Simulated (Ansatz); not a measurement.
# ZnSe (Stilleite, F-43m): thermal expansion from first principles

Wanted: α(T), C_P(T) and B(T) of ZnSe (Stilleite) in the quasi-harmonic approximation.

Program: Ansatz 0.2.0. Level of theory: DFT LDA, scalar-relativistic, plane waves, PAW; PAW set soft_1. Results are calculated unless marked as measured.

This is a report of a sequence of runs, with most program output left out.

## Step 1: Starting point

It takes space group F-43m (No. 216, cubic). The conventional cell has a = 5.668 Å, b = 5.668 Å, c = 5.668 Å, α = 90.00°, β = 90.00°, γ = 90.00°. Nearest to Zn lie 4 Se at 2.45 Å. Nearest to Se lie 4 Zn at 2.45 Å. Farther neighbours and most contacts between anions are not listed.

## Step 2: Probe on a coarse mesh

Before spending time, one coarse run tells the gap and the pressure of the starting cell.

input.yaml

```yaml
crystal:
  lattice:
    - [0.0, 2.8338, 2.8338]
    - [2.8338, 0.0, 2.8338]
    - [2.8338, 2.8338, 0.0]
  atoms:
    - { symbol: Zn, position: [0.0, 0.0, 0.0] }
    - { symbol: Se, position: [0.25, 0.25, 0.25] }
kpoints:
  mp_grid: { grid: [6, 6, 6] }
hamiltonian:
  xc: lda
  pseudopotentials: { kind: paw, azcp: { folder: soft_1 }, xc_functional: pbe }
scf:
  occupations: { method: gaussian, width: 0.1 }
  lower_state_search: "off"
output:
  forces: true
  stress: true
  eigenvalues: true
```

Launch:

```console
> ansatz run input.yaml --threads 8 --pin off --max-ram 16384MiB --backend cpu --events-out ev --progress --plain --runs-dir out
```

The job ended after 0.92 s (8 threads of Arm Neoverse V2, shared host; peak memory 0.32 GiB).

Numbers from this step:

| Item | Value |
| --- | --- |
| pressure | -3.378 GPa |
| gap on the k-mesh | 1.026 eV |
| volume per atom | 22.76 Å³/atom |

The start is under -3.4 GPa at this level and looks like an insulator or semiconductor on this mesh.

## Step 3: Relaxation

The vibrations must be taken about the equilibrium of this functional, not about the starting cell, so the structure is relaxed.

input.yaml, the sections that differ from step 2:

```yaml
kpoints:
  mp_grid: { grid: [8, 8, 8] }
scf:
  occupations: { method: gaussian, width: 0.02 }
  lower_state_search: "off"
relax:
  adjacent_minimum: "off"
  f_tol: 0.005
  max_steps: 80
  cell: { stress_tol: 0.05 }
# crystal, hamiltonian, output: as in step 2
```

The job ended after 2.3 s (8 threads; peak memory 0.39 GiB; 13 s of CPU time).

Step by step:

| step | energy less that of the first step (eV) | largest force component (eV/Å) | pressure (GPa) | volume (Å³) |
| --- | --- | --- | --- | --- |
| 1 | 0.0000 | 0.0000 | -3.40 | 45.51 |
| 2 | -0.0254 | 0.0000 | -0.87 | 43.68 |
| 3 | -0.0270 | 0.0000 | 0.09 | 43.08 |
| 4 | -0.0270 | 0.0000 | 0.00 | 43.14 |
| 5* | -0.0264 | 0.0000 | 0.00 | 43.14 |

Relaxation steps marked * repeat the geometry before them on a plane-wave basis chosen anew for their cell, so energy and pressure can jump there.

Forces are held to the 24 operations that the run works with; a distortion that breaks them can't arise in this run.

| conventional cell, symmetrised | before | after | change |
| --- | --- | --- | --- |
| a (Å) | 5.668 | 5.567 | -1.8 % |
| b (Å) | 5.668 | 5.567 | -1.8 % |
| c (Å) | 5.668 | 5.567 | -1.8 % |
| volume (Å³/atom) | 22.76 | 21.57 | -5.2 % |

The relaxed structure:

```xyz
2
Lattice="0.0000 2.7837 2.7837 2.7837 0.0000 2.7837 2.7837 2.7837 0.0000" Properties=species:S:1:pos:R:3 pbc="T T T"
Zn    0.0000    0.0000    0.0000
Se    1.3918    1.3918    1.3918
```

Numbers from this step:

* pressure: -0.001326 GPa
* gap on the k-mesh: 1.246 eV
* volume per atom: 21.57 Å³/atom

The relaxation ends with a pressure of 0.00 GPa.

## Step 4: Tight relaxation

The thresholds are tightened for a last relaxation ahead of the phonons, and where mesh or smearing change with them the cell follows.

input.yaml, the sections that differ from step 3:

```yaml
crystal:
  lattice:
    - [0.0, 2.7836754434, 2.7836754434]
    - [2.7836754434, 0.0, 2.7836754434]
    - [2.7836754434, 2.7836754434, 0.0]
  atoms:
    - { symbol: Zn, position: [0.0, 0.0, 0.0] }
    - { symbol: Se, position: [0.25, 0.25, 0.25] }
scf:
  occupations: { method: fixed }
  lower_state_search: "off"
relax:
  adjacent_minimum: "off"
  f_tol: 0.001
  max_steps: 60
  cell: { stress_tol: 0.01 }
# kpoints, hamiltonian, output: as in step 3
```

Wall time 1.1 s (8 threads); peak memory 0.37 GiB.

Little changed from the start: no atom moved by 0.005 Å and no cell edge by 0.1 %.

Numbers from this step:

```yaml
pressure: -0.001325 GPa
```

The residual pressure is -0.0013 GPa, small enough for phonons.

## Step 5: The quasi-harmonic study

Thermal expansion follows from how the free energy of the vibrations (and of the electrons in a metal) changes with strain, so the program makes strained cells, their phonons and a fit in one run.

Edit input.yaml of step 4 so:

```diff
@@ -17,9 +17,7 @@
 output:
-  forces: true
-  stress: true
   eigenvalues: true
-relax:
-  adjacent_minimum: "off"
-  f_tol: 0.001
-  max_steps: 60
-  cell: { stress_tol: 0.01 }
+phonons:
+  method: dfpt
+  qmesh: [4, 4, 4]
+  temperatures: { t_max: 800.0, t_step: 50 }
+  thermal_expansion: {}
```

It took 5.4 min on 8 threads; peak memory 1.5 GiB.

Numbers from this step:

* pressure: -0.002595 GPa
* gap on the k-mesh: 1.247 eV
* volume expansion coefficient at 298 K: 21.74 1e-6/K
* C_P at 298 K: 23.70 J/mol-atom/K
* entropy at 298 K: 35.59 J/mol-atom/K
* isothermal bulk modulus at 298 K: 67.97 GPa
* Grüneisen parameter at 298 K: 0.8205
* volume at 298 K: 21.73 Å³/atom
* principal linear expansion coefficients at 298 K: 7.246, 7.246, 7.246 1e-6/K

Strained cells of the study; zero-point energy where phonons were solved; the pressures are stresses at a fixed cutoff and can carry an offset from the finite basis. Expansion cells, by row:

| cell | \|a\| (Å) | \|b\| (Å) | \|c\| (Å) | V (Å³/atom) | E - E_lowest (meV/atom) | pressure, compression positive (GPa) | gap (eV) | zero-point energy (meV/atom) |
| --- | --- | --- | --- | --- | --- | --- | --- | --- |
| 1 | 3.937 | 3.937 | 3.937 | 21.57 | 0 | -0.024 | 1.247 | - |
| 2 | 3.968 | 3.968 | 3.968 | 22.09 | 2.716 | -1.647 | 1.148 | - |
| 3 | 3.905 | 3.905 | 3.905 | 21.06 | 2.807 | 1.784 | 1.347 | - |
| 4 | 3.937 | 3.937 | 3.937 | 21.57 | 0.001 | -0.039 | 1.246 | 29.71 |
| 5 | 3.957 | 3.957 | 3.957 | 21.9 | 1.103 | -1.074 | 1.184 | 29.14 |
| 6 | 3.949 | 3.949 | 3.949 | 21.77 | 0.393 | -0.657 | 1.21 | 29.38 |
| 7 | 3.972 | 3.972 | 3.972 | 22.15 | 3.362 | -1.822 | 1.137 | 28.7 |
| 8 | 3.898 | 3.898 | 3.898 | 20.94 | 4.36 | 2.255 | 1.372 | - |
| 9 | 3.917 | 3.917 | 3.917 | 21.25 | 1.062 | 1.07 | 1.309 | - |
| 10 | 3.989 | 3.989 | 3.989 | 22.45 | 7.436 | -2.634 | 1.084 | - |

Quasi-harmonic; a, b, c are the run's own cell vectors. Expansion, by row:

| T (K) | a (Å) | b (Å) | c (Å) | alpha (deg) | beta (deg) | gamma (deg) | cell volume (Å³/cell) | alpha_a (1e-6/K) | alpha_b (1e-6/K) | alpha_c (1e-6/K) | alpha_V (1e-6/K) | C_P (J/mol-atom/K) | C_V (J/mol-atom/K) | S (J/mol-atom/K) | B_T (GPa) | B_S (GPa) | Grueneisen | extrapolation | fit error (1e-6/K) |
| --- | --- | --- | --- | --- | --- | --- | --- | --- | --- | --- | --- | --- | --- | --- | --- | --- | --- | --- | --- |
| 0 | 3.942 | 3.942 | 3.942 | 60 | 60 | 60 | 43.31 | 0 | 0 | 0 | 0 | 0 | 0 | 0 | 70.74 | 70.74 | - | 0 | 0 |
| 50 | 3.942 | 3.942 | 3.942 | 60 | 60 | 60 | 43.31 | -0.4 | -0.4 | -0.4 | -1.21 | 7.974 | 7.974 | 4.575 | 70.65 | 70.65 | -0.139 | 0 | 0 |
| 100 | 3.942 | 3.942 | 3.942 | 60 | 60 | 60 | 43.32 | 3.01 | 3.01 | 3.01 | 9.02 | 16.18 | 16.18 | 12.87 | 70.26 | 70.3 | 0.511 | 0 | 0 |
| 150 | 3.943 | 3.943 | 3.943 | 60 | 60 | 60 | 43.34 | 5.14 | 5.14 | 5.14 | 15.42 | 20.21 | 20.18 | 20.3 | 69.73 | 69.84 | 0.695 | 0 | 0.01 |
| 200 | 3.944 | 3.944 | 3.944 | 60 | 60 | 60 | 43.38 | 6.23 | 6.23 | 6.23 | 18.69 | 22.11 | 22.05 | 26.41 | 69.14 | 69.34 | 0.765 | 0 | 0.01 |
| 250 | 3.945 | 3.945 | 3.945 | 60 | 60 | 60 | 43.42 | 6.85 | 6.85 | 6.85 | 20.56 | 23.12 | 23.02 | 31.46 | 68.55 | 68.83 | 0.8 | 0 | 0.02 |
| 298.1 | 3.947 | 3.947 | 3.947 | 60 | 60 | 60 | 43.47 | 7.25 | 7.25 | 7.25 | 21.74 | 23.7 | 23.57 | 35.59 | 67.97 | 68.33 | 0.821 | 0 | 0.02 |
| 300 | 3.947 | 3.947 | 3.947 | 60 | 60 | 60 | 43.47 | 7.26 | 7.26 | 7.26 | 21.78 | 23.71 | 23.59 | 35.73 | 67.94 | 68.31 | 0.821 | 0 | 0.02 |
| 350 | 3.948 | 3.948 | 3.948 | 60 | 60 | 60 | 43.52 | 7.55 | 7.55 | 7.55 | 22.66 | 24.09 | 23.94 | 39.42 | 67.34 | 67.78 | 0.835 | 0 | 0.02 |
| 400 | 3.95 | 3.95 | 3.95 | 60 | 60 | 60 | 43.57 | 7.78 | 7.78 | 7.78 | 23.35 | 24.36 | 24.17 | 42.66 | 66.73 | 67.26 | 0.846 | 0 | 0.02 |
| 450 | 3.951 | 3.951 | 3.951 | 60 | 60 | 60 | 43.62 | 7.98 | 7.98 | 7.98 | 23.94 | 24.55 | 24.33 | 45.54 | 66.12 | 66.73 | 0.854 | 0 | 0.02 |
| 500 | 3.953 | 3.953 | 3.953 | 60 | 60 | 60 | 43.67 | 8.15 | 8.15 | 8.15 | 24.45 | 24.7 | 24.45 | 48.13 | 65.51 | 66.2 | 0.862 | 0 | 0.02 |
| 550 | 3.954 | 3.954 | 3.954 | 60 | 60 | 60 | 43.73 | 8.31 | 8.31 | 8.31 | 24.93 | 24.82 | 24.53 | 50.49 | 64.9 | 65.67 | 0.868 | 0 | 0.01 |
| 600 | 3.956 | 3.956 | 3.956 | 60 | 60 | 60 | 43.78 | 8.46 | 8.46 | 8.46 | 25.38 | 24.93 | 24.6 | 52.66 | 64.29 | 65.15 | 0.874 | 0 | 0.01 |
| 650 | 3.958 | 3.958 | 3.958 | 60 | 60 | 60 | 43.84 | 8.6 | 8.6 | 8.6 | 25.81 | 25.01 | 24.65 | 54.66 | 63.68 | 64.62 | 0.88 | 0 | 0.01 |
| 700 | 3.96 | 3.96 | 3.96 | 60 | 60 | 60 | 43.9 | 8.74 | 8.74 | 8.74 | 26.23 | 25.09 | 24.69 | 56.51 | 63.07 | 64.1 | 0.885 | 0 | 0.03 |
| 750 | 3.961 | 3.961 | 3.961 | 60 | 60 | 60 | 43.95 | 8.88 | 8.88 | 8.88 | 26.64 | 25.16 | 24.72 | 58.25 | 62.46 | 63.57 | 0.891 | 0 | 0.04 |
| 800 | 3.963 | 3.963 | 3.963 | 60 | 60 | 60 | 44.01 | 9.02 | 9.02 | 9.02 | 27.05 | 25.23 | 24.75 | 59.87 | 61.85 | 63.05 | 0.896 | 0 | 0.06 |

Expansion coefficient against temperature; values in 1e-6/K:

| temperature (K) | volume | principal 1 |
| --- | --- | --- |
| 0 | 0 | 0 |
| 50 | -1.21 | -0.4 |
| 100 | 9.02 | 3.01 |
| 150 | 15.4 | 5.14 |
| 200 | 18.7 | 6.23 |
| 250 | 20.6 | 6.85 |
| 298 | 21.7 | 7.25 |
| 300 | 21.8 | 7.26 |
| 350 | 22.7 | 7.55 |
| 400 | 23.4 | 7.78 |
| 450 | 23.9 | 7.98 |
| 500 | 24.4 | 8.15 |
| 550 | 24.9 | 8.31 |
| 600 | 25.4 | 8.46 |
| 650 | 25.8 | 8.6 |
| 700 | 26.2 | 8.74 |
| 750 | 26.6 | 8.88 |
| 800 | 27.1 | 9.02 |

At 298 K the volume expansion is 21.7 × 10⁻⁶/K and B_T is 68.0 GPa. The program raised the cutoff to 487.2 eV by itself: with no cutoff typed, the study takes about 1.16 times the default for its relaxations and scales it with the volume for the phonons.

## Step 6: Results

```yaml
settings_of_these_figures: LDA, 487.2 eV, k 8×8×8, q 4×4×4
volume_expansion_coefficient_at_298_k: 21.74 1e-6/K
c_p_at_298_k: 23.70 J/mol-atom/K
entropy_at_298_k: 35.59 J/mol-atom/K
isothermal_bulk_modulus_at_298_k: 67.97 GPa
grueneisen_parameter_at_298_k: 0.8205
volume_at_298_k: 21.73 Å³/atom
principal_linear_expansion_coefficients_at_298_k: 7.246, 7.246, 7.246 1e-6/K
```

**Reading.** Near room temperature ZnSe (Stilleite) expands by 21.7 × 10⁻⁶/K in volume by LDA, with C_P = 23.7 J/(mol K) per mole of atoms and B_T = 68.0 GPa. At low temperature the volume shrinks on warming, because modes with negative Grüneisen parameters outweigh the rest; the coefficient turns positive near 60 K. C_P at room temperature is 95 % of the classical 3R an atom. The interpolation has no quadrupole term, so branches near the zone centre are less sure, since this crystal has sites that are not centres of inversion. The PAW files were made for PBE and are used here under another functional, for which the program regenerates the frozen cores.

[Logs are printed without paths, hosts, clocks, repeated set-up lines and the standing remarks that a program may print on its own settings, such as how far it seeks lower states.]

[Hosts, paths, dates, database ids (printed as entryN), source tags and the programs' standing remarks are cut or masked in the printed files.]

[A step with changed settings may run another functional than the one named; its input shows which.]
